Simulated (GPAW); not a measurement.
Consider BaTiO3 (Barioperovskite, Amm2).

```xyz
5
Lattice="3.9855 0.0000 0.0000 0.0000 2.8369 2.8451 0.0000 -2.8369 2.8451" Properties=species:S:1:pos:R:3 pbc="T T T"
Ba    0.0000    0.0000    0.0000
Ti    1.9928    0.0000    2.9157
O     1.9928    1.3804    4.2594
O     1.9928   -1.3804    4.2594
O     0.0000    0.0000    2.7735
```

Absorber: atom 3, with 1 Ti at 1.93 Å and 1 Ti at 2.09 Å (linear, site symmetry m). Method: GPAW, LDA, full core hole (charged cell), 20-atom cell with 6.9 Å between holes, 4×4×4 k points, dipole transitions, Gaussian full width 0.9 eV up to 4 eV, rising linearly to 3.5 eV at 25 eV.

Q: Where do the maxima of the O K edge fall?

Main maxima up to 24 eV above the zero (height): 1.3 eV (1.22), 2.8 eV (0.83), 6.9 eV (1.51) and 12.0 eV (1.62). A K edge sees empty p states; the first features are O p mixed into the empty d states of the Ti neighbours, and the broad ones above probably into the cations' higher empty bands. The total-energy difference plus the lowest empty eigenvalue puts the zero at 533.30 eV. One term is added: -8.83 eV, since the hole is spin-paired here and a spin-polarised one costs that much less in the free atom (computed apart). The photon energy is then 524.47 eV. The functional and the charged cell's background leave an error in such absolute values: in the free atom LDA prices this hole 4.1 eV below PBE (computed apart), and PBE is itself good to a few eV.

The O K spectrum (energy from the lowest empty level; intensity scaled to a mean of 1 over the first 20 eV; polarised curves are means over the symmetry-equivalent atoms):

```tsv
E (eV)	isotropic	ε ∥ x	ε ∥ y	ε ∥ z
-2.0	0.00	0.00	0.00	0.00
-1.4	0.00	0.00	0.00	0.00
-0.8	0.00	0.00	0.00	0.00
-0.2	0.08	0.12	0.05	0.07
0.4	0.53	0.82	0.34	0.43
1.0	1.10	1.61	0.83	0.86
1.6	1.01	1.39	0.85	0.80
2.2	0.60	0.27	0.82	0.72
2.8	0.83	0.04	1.27	1.18
3.4	0.74	0.04	1.08	1.08
4.0	0.97	0.17	1.35	1.38
4.6	1.28	0.55	1.63	1.65
5.2	1.40	1.20	1.49	1.52
5.8	1.46	1.72	1.30	1.35
6.4	1.47	1.84	1.28	1.30
7.0	1.51	1.91	1.30	1.31
7.6	1.23	1.58	1.05	1.04
8.2	0.66	0.88	0.55	0.55
8.8	0.36	0.50	0.29	0.29
9.4	0.38	0.52	0.31	0.31
10.0	0.55	0.66	0.49	0.50
10.6	0.88	0.83	0.90	0.92
11.2	1.32	0.91	1.52	1.54
11.8	1.60	0.87	1.96	1.97
12.4	1.56	0.89	1.89	1.90
13.0	1.33	0.97	1.50	1.52
13.6	1.14	1.03	1.19	1.21
14.2	1.08	1.08	1.07	1.09
14.8	1.08	1.13	1.06	1.06
15.4	1.06	1.14	1.02	1.01
16.0	0.99	1.09	0.95	0.92
16.6	0.94	1.06	0.89	0.87
17.2	0.93	1.08	0.87	0.85
17.8	0.93	1.11	0.84	0.83
18.4	0.87	1.07	0.77	0.76
19.0	0.75	0.94	0.65	0.64
19.6	0.60	0.77	0.53	0.51
20.2	0.49	0.61	0.43	0.42
20.8	0.41	0.50	0.38	0.37
21.4	0.39	0.45	0.36	0.35
22.0	0.39	0.43	0.37	0.37
22.6	0.41	0.44	0.39	0.39
23.2	0.42	0.44	0.42	0.41
23.8	0.44	0.44	0.45	0.43
24.4	0.47	0.45	0.48	0.47
25.0	0.50	0.46	0.52	0.50
25.6	0.54	0.49	0.57	0.55
26.2	0.58	0.54	0.62	0.59
26.8	0.63	0.60	0.66	0.63
27.4	0.68	0.68	0.70	0.67
28.0	0.75	0.78	0.74	0.72
28.6	0.82	0.89	0.79	0.77
29.2	0.90	1.01	0.85	0.84
29.8	0.99	1.13	0.91	0.92
30.4	1.07	1.23	0.98	1.00
31.0	1.14	1.29	1.04	1.08
31.6	1.18	1.29	1.11	1.16
```

The crystal has 2 inequivalent O sites and not all are shown here, while a measurement adds them all. The mesh is coarse (0.28 Å⁻¹ between points), so small maxima may be mesh ripples. The structure is a published determination, not relaxed.

[Banner, clock and machine lines of the logs are left out without a mark of their own.]

[Logs are printed without paths, hosts, clocks, repeated set-up lines and the standing remarks that a program may print on its own settings, such as how far it seeks lower states.]

[Hosts, paths, dates, database ids (printed as entryN), source tags and the programs' standing remarks are cut or masked in the printed files.]

[Lists of maxima count a maximum above −3 eV only where it reaches 4 % of the highest in the window and stands out from its surroundings by 2 % of it (1.5 % where it reaches 55 %); shoulders and weaker maxima are passed over, and of the rest the first, up to two pre-edge ones and the few strongest are named.]
